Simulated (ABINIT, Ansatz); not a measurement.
# SiPbSe3 (Pm-3m): zone-centre phonons, part 3 of 4

Which modes does SiPbSe3 (Pm-3m) have at the zone centre?

ABINIT 10.8.3; DFT LDA, scalar-relativistic, plane waves, HGH norm-conserving pseudopotentials.

So far. Step 3 (Ground state): The cell stands at -1.1 GPa: the relaxation ran with a smoothed and higher cutoff, and the difference is a stress of the finite basis. Step 4 (Zone-centre response): The acoustic modes at Γ come out as far as 2.9 cm⁻¹ from zero, where they should vanish, a small numerical error. The lowest optical mode is imaginary, 103i cm⁻¹, an instability at this level and on this k mesh. The relaxed cell has a = 4.812 Å (conventional setting).

The structure was built from a prototype and need not be the compound's stable phase.

## Step 5: Modes with the sum rule

anaddb reads the merged derivatives and imposes the acoustic sum rule.

anaddb.abi reads:

```
ddb_filepath "gamma_DDB"
output_file "anaddb.abo"
outdata_prefix "anaddb"
asr 1
chneut 1
enunit 2
eivec 1
nph1l 1
qph1l 0.0 0.0 0.0 1.0
```

mrgddb.in reads:

```
gamma_DDB
merged
2
dfpt_gammao_DDB
gso_DDB
```

Command:

```console
mrgddb < mrgddb.in > mrgddb.log
OMP_NUM_THREADS=1 anaddb anaddb.abi > anaddb.log
```

anaddb.abo, the main output file:

```text
-outvars_anaddb: echo values of input variables ----------------------

 Miscellaneous information :
      enunit         2
       eivec         1
         asr         1
 First list of wavevector (reduced coord.) :
       nph1l         1
       qph1l
                     0.00000000E+00  0.00000000E+00  0.00000000E+00    1.000E+00

================================================================================

 read the DDB information and perform some checks

  ==== Info on the Cryst% object ====
 Real(R)+Recip(G) space primitive vectors, cartesian coordinates (Bohr,Bohr^-1):
 R(1)=  9.0937972  0.0000000  0.0000000  G(1)=  0.1099651  0.0000000  0.0000000
 R(2)=  0.0000000  9.0937972  0.0000000  G(2)=  0.0000000  0.1099651  0.0000000
 R(3)=  0.0000000  0.0000000  9.0937972  G(3)=  0.0000000  0.0000000  0.1099651
 Unit cell volume ucvol=  7.5203108E+02 bohr^3
 Angles (23,13,12)=  9.00000000E+01  9.00000000E+01  9.00000000E+01 degrees
 Time-reversal symmetry is present
 Reduced atomic positions [iatom, xred, symbol]:
    1)    0.0000000  0.0000000  0.0000000  Pb
    2)    0.5000000  0.5000000  0.5000000  Si
    3)    0.5000000  0.5000000  0.0000000  Se
    4)    0.5000000  0.0000000  0.5000000  Se
    5)    0.0000000  0.5000000  0.5000000  Se

 DDB file with 3 blocks has been read.

================================================================================

 Treat the first list of vectors

  Phonon wavevector (reduced coordinates) :  0.00000  0.00000  0.00000
 Phonon energies in Hartree :
  -4.717556E-04 -4.717556E-04 -4.717556E-04 -3.371782E-04 -3.371782E-04
  -3.371782E-04 -1.908844E-04 -1.908844E-04 -1.908844E-04  0.000000E+00
   0.000000E+00  0.000000E+00  9.947492E-04  9.947492E-04  9.947492E-04
 Phonon energies in meV     :
- -1.283712E+01 -1.283712E+01 -1.283712E+01 -9.175086E+00 -9.175086E+00
- -9.175086E+00 -5.194228E+00 -5.194228E+00 -5.194228E+00  0.000000E+00
-  0.000000E+00  0.000000E+00  2.706850E+01  2.706850E+01  2.706850E+01
 Phonon frequencies in cm-1    :
- -1.035384E+02 -1.035384E+02 -1.035384E+02 -7.400206E+01 -7.400206E+01
- -7.400206E+01 -4.189427E+01 -4.189427E+01 -4.189427E+01  0.000000E+00
-  0.000000E+00  0.000000E+00  2.183222E+02  2.183222E+02  2.183222E+02
 Phonon frequencies in Thz     :
- -3.104003E+00 -3.104003E+00 -3.104003E+00 -2.218526E+00 -2.218526E+00
- -2.218526E+00 -1.255959E+00 -1.255959E+00 -1.255959E+00  0.000000E+00
-  0.000000E+00  0.000000E+00  6.545135E+00  6.545135E+00  6.545135E+00
 Phonon energies in Kelvin  :
- -1.489686E+02 -1.489686E+02 -1.489686E+02 -1.064725E+02 -1.064725E+02
- -1.064725E+02 -6.027651E+01 -6.027651E+01 -6.027651E+01  0.000000E+00
-  0.000000E+00  0.000000E+00  3.141169E+02  3.141169E+02  3.141169E+02

 Eigendisplacements
 (will be given, for each mode : in cartesian coordinates
   for each atom the real part of the displacement vector,
   then the imaginary part of the displacement vector - absolute values smaller than 1.0d-7 are set to zero)
  Mode number    1   Energy   -4.717556E-04
 Attention : low frequency mode.
   (Could be unstable or acoustic mode)
-  1  0.00000000E+00  0.00000000E+00  5.98156601E-04
-     0.00000000E+00  0.00000000E+00  0.00000000E+00
-  2  0.00000000E+00  0.00000000E+00  2.11709926E-03
-     0.00000000E+00  0.00000000E+00  0.00000000E+00
-  3  0.00000000E+00  0.00000000E+00  5.46427677E-04
-     0.00000000E+00  0.00000000E+00  0.00000000E+00
-  4  0.00000000E+00  0.00000000E+00 -1.43454613E-03
-     0.00000000E+00  0.00000000E+00  0.00000000E+00
-  5  0.00000000E+00  0.00000000E+00 -1.43454613E-03
-     0.00000000E+00  0.00000000E+00  0.00000000E+00
  Mode number    2   Energy   -4.717556E-04
 Attention : low frequency mode.
   (Could be unstable or acoustic mode)
-  1  0.00000000E+00 -5.98156601E-04  0.00000000E+00
-     0.00000000E+00  0.00000000E+00  0.00000000E+00
-  2  0.00000000E+00 -2.11709926E-03  0.00000000E+00
-     0.00000000E+00  0.00000000E+00  0.00000000E+00
-  3  0.00000000E+00  1.43454613E-03  0.00000000E+00
-     0.00000000E+00  0.00000000E+00  0.00000000E+00
-  4  0.00000000E+00 -5.46427677E-04  0.00000000E+00
-     0.00000000E+00  0.00000000E+00  0.00000000E+00
-  5  0.00000000E+00  1.43454613E-03  0.00000000E+00
-     0.00000000E+00  0.00000000E+00  0.00000000E+00
  Mode number    3   Energy   -4.717556E-04
 Attention : low frequency mode.
   (Could be unstable or acoustic mode)
-  1  5.98156601E-04  0.00000000E+00  0.00000000E+00
-     0.00000000E+00  0.00000000E+00  0.00000000E+00
-  2  2.11709926E-03  0.00000000E+00  0.00000000E+00
-     0.00000000E+00  0.00000000E+00  0.00000000E+00
-  3 -1.43454613E-03  0.00000000E+00  0.00000000E+00
-     0.00000000E+00  0.00000000E+00  0.00000000E+00
-  4 -1.43454613E-03  0.00000000E+00  0.00000000E+00
-     0.00000000E+00  0.00000000E+00  0.00000000E+00
-  5  5.46427677E-04  0.00000000E+00  0.00000000E+00
-     0.00000000E+00  0.00000000E+00  0.00000000E+00
  Mode number    4   Energy   -3.371782E-04
 Attention : low frequency mode.
   (Could be unstable or acoustic mode)
-  1  0.00000000E+00  0.00000000E+00  0.00000000E+00
-     0.00000000E+00  0.00000000E+00  0.00000000E+00
-  2  0.00000000E+00  0.00000000E+00  0.00000000E+00
-     0.00000000E+00  0.00000000E+00  0.00000000E+00
-  3  0.00000000E+00  0.00000000E+00  0.00000000E+00
-     0.00000000E+00  0.00000000E+00  0.00000000E+00
-  4  0.00000000E+00  0.00000000E+00  1.86380890E-03
-     0.00000000E+00  0.00000000E+00  0.00000000E+00
-  5  0.00000000E+00  0.00000000E+00 -1.86380890E-03
-     0.00000000E+00  0.00000000E+00  0.00000000E+00
  Mode number    5   Energy   -3.371782E-04
 Attention : low frequency mode.
   (Could be unstable or acoustic mode)
-  1  0.00000000E+00  0.00000000E+00  0.00000000E+00
-     0.00000000E+00  0.00000000E+00  0.00000000E+00
-  2  0.00000000E+00  0.00000000E+00  0.00000000E+00
-     0.00000000E+00  0.00000000E+00  0.00000000E+00
-  3  0.00000000E+00  1.86380890E-03  0.00000000E+00
-     0.00000000E+00  0.00000000E+00  0.00000000E+00
-  4  0.00000000E+00  0.00000000E+00  0.00000000E+00
-     0.00000000E+00  0.00000000E+00  0.00000000E+00
-  5  0.00000000E+00 -1.86380890E-03  0.00000000E+00
-     0.00000000E+00  0.00000000E+00  0.00000000E+00
  Mode number    6   Energy   -3.371782E-04
 Attention : low frequency mode.
   (Could be unstable or acoustic mode)
-  1  0.00000000E+00  0.00000000E+00  0.00000000E+00
-     0.00000000E+00  0.00000000E+00  0.00000000E+00
-  2  0.00000000E+00  0.00000000E+00  0.00000000E+00
-     0.00000000E+00  0.00000000E+00  0.00000000E+00
-  3  1.86380890E-03  0.00000000E+00  0.00000000E+00
-     0.00000000E+00  0.00000000E+00  0.00000000E+00
-  4 -1.86380890E-03  0.00000000E+00  0.00000000E+00
-     0.00000000E+00  0.00000000E+00  0.00000000E+00
-  5  0.00000000E+00  0.00000000E+00  0.00000000E+00
-     0.00000000E+00  0.00000000E+00  0.00000000E+00
  Mode number    7   Energy   -1.908844E-04
 Attention : low frequency mode.
   (Could be unstable or acoustic mode)
-  1  0.00000000E+00  0.00000000E+00 -1.06168737E-03
-     0.00000000E+00  0.00000000E+00  0.00000000E+00
-  2  0.00000000E+00  0.00000000E+00  2.36262880E-03
-     0.00000000E+00  0.00000000E+00  0.00000000E+00
-  3  0.00000000E+00  0.00000000E+00  1.35206419E-03
-     0.00000000E+00  0.00000000E+00  0.00000000E+00
-  4  0.00000000E+00  0.00000000E+00  2.96781915E-04
-     0.00000000E+00  0.00000000E+00  0.00000000E+00
-  5  0.00000000E+00  0.00000000E+00  2.96781915E-04
-     0.00000000E+00  0.00000000E+00  0.00000000E+00
  Mode number    8   Energy   -1.908844E-04
 Attention : low frequency mode.
   (Could be unstable or acoustic mode)
-  1  0.00000000E+00 -1.06168737E-03  0.00000000E+00
-     0.00000000E+00  0.00000000E+00  0.00000000E+00
-  2  0.00000000E+00  2.36262880E-03  0.00000000E+00
-     0.00000000E+00  0.00000000E+00  0.00000000E+00
-  3  0.00000000E+00  2.96781915E-04  0.00000000E+00
-     0.00000000E+00  0.00000000E+00  0.00000000E+00
-  4  0.00000000E+00  1.35206419E-03  0.00000000E+00
-     0.00000000E+00  0.00000000E+00  0.00000000E+00
-  5  0.00000000E+00  2.96781915E-04  0.00000000E+00
-     0.00000000E+00  0.00000000E+00  0.00000000E+00
  Mode number    9   Energy   -1.908844E-04
 Attention : low frequency mode.
   (Could be unstable or acoustic mode)
-  1  1.06168737E-03  0.00000000E+00  0.00000000E+00
-     0.00000000E+00  0.00000000E+00  0.00000000E+00
-  2 -2.36262880E-03  0.00000000E+00  0.00000000E+00
-     0.00000000E+00  0.00000000E+00  0.00000000E+00
-  3 -2.96781915E-04  0.00000000E+00  0.00000000E+00
-     0.00000000E+00  0.00000000E+00  0.00000000E+00
-  4 -2.96781915E-04  0.00000000E+00  0.00000000E+00
-     0.00000000E+00  0.00000000E+00  0.00000000E+00
-  5 -1.35206419E-03  0.00000000E+00  0.00000000E+00
-     0.00000000E+00  0.00000000E+00  0.00000000E+00
  Mode number   10   Energy    0.000000E+00
 Attention : low frequency mode.
   (Could be unstable or acoustic mode)
-  1  0.00000000E+00  0.00000000E+00  1.07788732E-03
-     0.00000000E+00  0.00000000E+00  0.00000000E+00
-  2  0.00000000E+00  0.00000000E+00  1.07788146E-03
-     0.00000000E+00  0.00000000E+00  0.00000000E+00
-  3  0.00000000E+00  0.00000000E+00  1.07788359E-03
-     0.00000000E+00  0.00000000E+00  0.00000000E+00
-  4  0.00000000E+00  0.00000000E+00  1.07788623E-03
-     0.00000000E+00  0.00000000E+00  0.00000000E+00
-  5  0.00000000E+00  0.00000000E+00  1.07788623E-03
-     0.00000000E+00  0.00000000E+00  0.00000000E+00
  Mode number   11   Energy    0.000000E+00
 Attention : low frequency mode.
   (Could be unstable or acoustic mode)
-  1  0.00000000E+00  1.07788732E-03  0.00000000E+00
-     0.00000000E+00  0.00000000E+00  0.00000000E+00
-  2  0.00000000E+00  1.07788146E-03  0.00000000E+00
-     0.00000000E+00  0.00000000E+00  0.00000000E+00
-  3  0.00000000E+00  1.07788623E-03  0.00000000E+00
-     0.00000000E+00  0.00000000E+00  0.00000000E+00
-  4  0.00000000E+00  1.07788359E-03  0.00000000E+00
-     0.00000000E+00  0.00000000E+00  0.00000000E+00
-  5  0.00000000E+00  1.07788623E-03  0.00000000E+00
-     0.00000000E+00  0.00000000E+00  0.00000000E+00
  Mode number   12   Energy    0.000000E+00
 Attention : low frequency mode.
   (Could be unstable or acoustic mode)
-  1  1.07788732E-03  0.00000000E+00  0.00000000E+00
-     0.00000000E+00  0.00000000E+00  0.00000000E+00
-  2  1.07788146E-03  0.00000000E+00  0.00000000E+00
-     0.00000000E+00  0.00000000E+00  0.00000000E+00
-  3  1.07788623E-03  0.00000000E+00  0.00000000E+00
-     0.00000000E+00  0.00000000E+00  0.00000000E+00
-  4  1.07788623E-03  0.00000000E+00  0.00000000E+00
-     0.00000000E+00  0.00000000E+00  0.00000000E+00
-  5  1.07788359E-03  0.00000000E+00  0.00000000E+00
-     0.00000000E+00  0.00000000E+00  0.00000000E+00
  Mode number   13   Energy    9.947492E-04
-  1  0.00000000E+00  0.00000000E+00  2.78204397E-05
-     0.00000000E+00  0.00000000E+00  0.00000000E+00
-  2  0.00000000E+00  0.00000000E+00  2.88210742E-03
-     0.00000000E+00  0.00000000E+00  0.00000000E+00
-  3  0.00000000E+00  0.00000000E+00 -1.91287047E-03
-     0.00000000E+00  0.00000000E+00  0.00000000E+00
-  4  0.00000000E+00  0.00000000E+00  4.07360761E-04
-     0.00000000E+00  0.00000000E+00  0.00000000E+00
-  5  0.00000000E+00  0.00000000E+00  4.07360761E-04
-     0.00000000E+00  0.00000000E+00  0.00000000E+00
  Mode number   14   Energy    9.947492E-04
-  1  0.00000000E+00  2.78204397E-05  0.00000000E+00
-     0.00000000E+00  0.00000000E+00  0.00000000E+00
-  2  0.00000000E+00  2.88210742E-03  0.00000000E+00
-     0.00000000E+00  0.00000000E+00  0.00000000E+00
-  3  0.00000000E+00  4.07360761E-04  0.00000000E+00
-     0.00000000E+00  0.00000000E+00  0.00000000E+00
-  4  0.00000000E+00 -1.91287047E-03  0.00000000E+00
-     0.00000000E+00  0.00000000E+00  0.00000000E+00
-  5  0.00000000E+00  4.07360761E-04  0.00000000E+00
-     0.00000000E+00  0.00000000E+00  0.00000000E+00
  Mode number   15   Energy    9.947492E-04
-  1  2.78204397E-05  0.00000000E+00  0.00000000E+00
-     0.00000000E+00  0.00000000E+00  0.00000000E+00
-  2  2.88210742E-03  0.00000000E+00  0.00000000E+00
-     0.00000000E+00  0.00000000E+00  0.00000000E+00
-  3  4.07360761E-04  0.00000000E+00  0.00000000E+00
-     0.00000000E+00  0.00000000E+00  0.00000000E+00
-  4  4.07360761E-04  0.00000000E+00  0.00000000E+00
-     0.00000000E+00  0.00000000E+00  0.00000000E+00
-  5 -1.91287047E-03  0.00000000E+00  0.00000000E+00
-     0.00000000E+00  0.00000000E+00  0.00000000E+00

 Analysis of degeneracies and characters (maximum tolerance=1.00E-06 a.u.)
 For each vibration mode, or group of modes if degenerate,
 the characters are given for each symmetry operation (see the list in the log file).
 Symmetry characters of vibration mode #   1
       degenerate with vibration modes #   2 to    3
  3.0 -3.0 -1.0  1.0 -1.0  1.0 -1.0  1.0  1.0 -1.0 -1.0  1.0  1.0 -1.0 -1.0  1.0
 -0.0  0.0 -0.0  0.0  0.0 -0.0  0.0 -0.0  1.0 -1.0 -1.0  1.0 -1.0  1.0  1.0 -1.0
 -0.0  0.0  0.0 -0.0  0.0 -0.0 -0.0  0.0  1.0 -1.0  1.0 -1.0 -1.0  1.0 -1.0  1.0
 Symmetry characters of vibration mode #   4
       degenerate with vibration modes #   5 to    6
  3.0 -3.0 -1.0  1.0 -1.0  1.0 -1.0  1.0 -1.0  1.0  1.0 -1.0 -1.0  1.0  1.0 -1.0
  0.0 -0.0  0.0 -0.0 -0.0  0.0 -0.0  0.0 -1.0  1.0  1.0 -1.0  1.0 -1.0 -1.0  1.0
  0.0 -0.0 -0.0  0.0 -0.0  0.0  0.0 -0.0 -1.0  1.0 -1.0  1.0  1.0 -1.0  1.0 -1.0
 Symmetry characters of vibration mode #   7
       degenerate with vibration modes #   8 to    9
  3.0 -3.0 -1.0  1.0 -1.0  1.0 -1.0  1.0  1.0 -1.0 -1.0  1.0  1.0 -1.0 -1.0  1.0
 -0.0  0.0 -0.0  0.0  0.0 -0.0 -0.0  0.0  1.0 -1.0 -1.0  1.0 -1.0  1.0  1.0 -1.0
 -0.0  0.0  0.0 -0.0 -0.0  0.0 -0.0  0.0  1.0 -1.0  1.0 -1.0 -1.0  1.0 -1.0  1.0
 Symmetry characters of vibration mode #  10
       degenerate with vibration modes #  11 to   12
  3.0 -3.0 -1.0  1.0 -1.0  1.0 -1.0  1.0  1.0 -1.0 -1.0  1.0  1.0 -1.0 -1.0  1.0
 -0.0  0.0 -0.0  0.0  0.0 -0.0  0.0 -0.0  1.0 -1.0 -1.0  1.0 -1.0  1.0  1.0 -1.0
 -0.0  0.0  0.0 -0.0  0.0 -0.0 -0.0  0.0  1.0 -1.0  1.0 -1.0 -1.0  1.0 -1.0  1.0
 Symmetry characters of vibration mode #  13
       degenerate with vibration modes #  14 to   15
  3.0 -3.0 -1.0  1.0 -1.0  1.0 -1.0  1.0  1.0 -1.0 -1.0  1.0  1.0 -1.0 -1.0  1.0
  0.0 -0.0  0.0 -0.0 -0.0  0.0 -0.0  0.0  1.0 -1.0 -1.0  1.0 -1.0  1.0  1.0 -1.0
  0.0 -0.0 -0.0  0.0 -0.0  0.0  0.0 -0.0  1.0 -1.0  1.0 -1.0 -1.0  1.0 -1.0  1.0
-
```

Wall time 0.7 s (1 thread of Intel Xeon at 2.70GHz, shared host).

No LO-TO term; unit eigenvectors of the mass-weighted matrix, from anaddb's displacements. The modes at Γ (shares of kinetic energy by element, %) (negative means imaginary):

```csv
mode,frequency (cm⁻¹),symmetry,Pb %,Si %,Se %
1,-103.5,T1u,14,23,64
2,-103.5,T1u,14,23,64
3,-103.5,T1u,14,23,64
4,-74.0,T2u,0,0,100
5,-74.0,T2u,0,0,100
6,-74.0,T2u,0,0,100
7,-41.9,T1u,43,29,29
8,-41.9,T1u,43,29,29
9,-41.9,T1u,43,29,29
10,0.0,acoustic,44,6,50
11,0.0,acoustic,44,6,50
12,0.0,acoustic,44,6,50
13,218.3,T1u,0,43,57
14,218.3,T1u,0,43,57
15,218.3,T1u,0,43,57
```

Displacements in mode 1 (-103.5 cm⁻¹), the largest set to 1:
```
Pb1  0.00  0.00  0.28
Si2  0.00  0.00  1.00
Se3  0.00  0.00  0.26
Se4  0.00  0.00 -0.68
Se5  0.00  0.00 -0.68
```

Displacements in mode 13 (218.3 cm⁻¹), the largest set to 1:
```
Pb1  0.00  0.00  0.01
Si2  0.00  0.00  1.00
Se3  0.00  0.00 -0.66
Se4  0.00  0.00  0.14
Se5  0.00  0.00  0.14
```

The rule moves no optical mode by more than 0.2 cm⁻¹.

(Part 3 of 4 ends here.)

[Host names and launcher messages were left out of these logs when they were recorded.]

[Logs are printed without paths, hosts, clocks, repeated set-up lines and the standing remarks that a program may print on its own settings, such as how far it seeks lower states.]

[Hosts, paths, dates, database ids (printed as entryN), source tags and the programs' standing remarks are cut or masked in the printed files.]
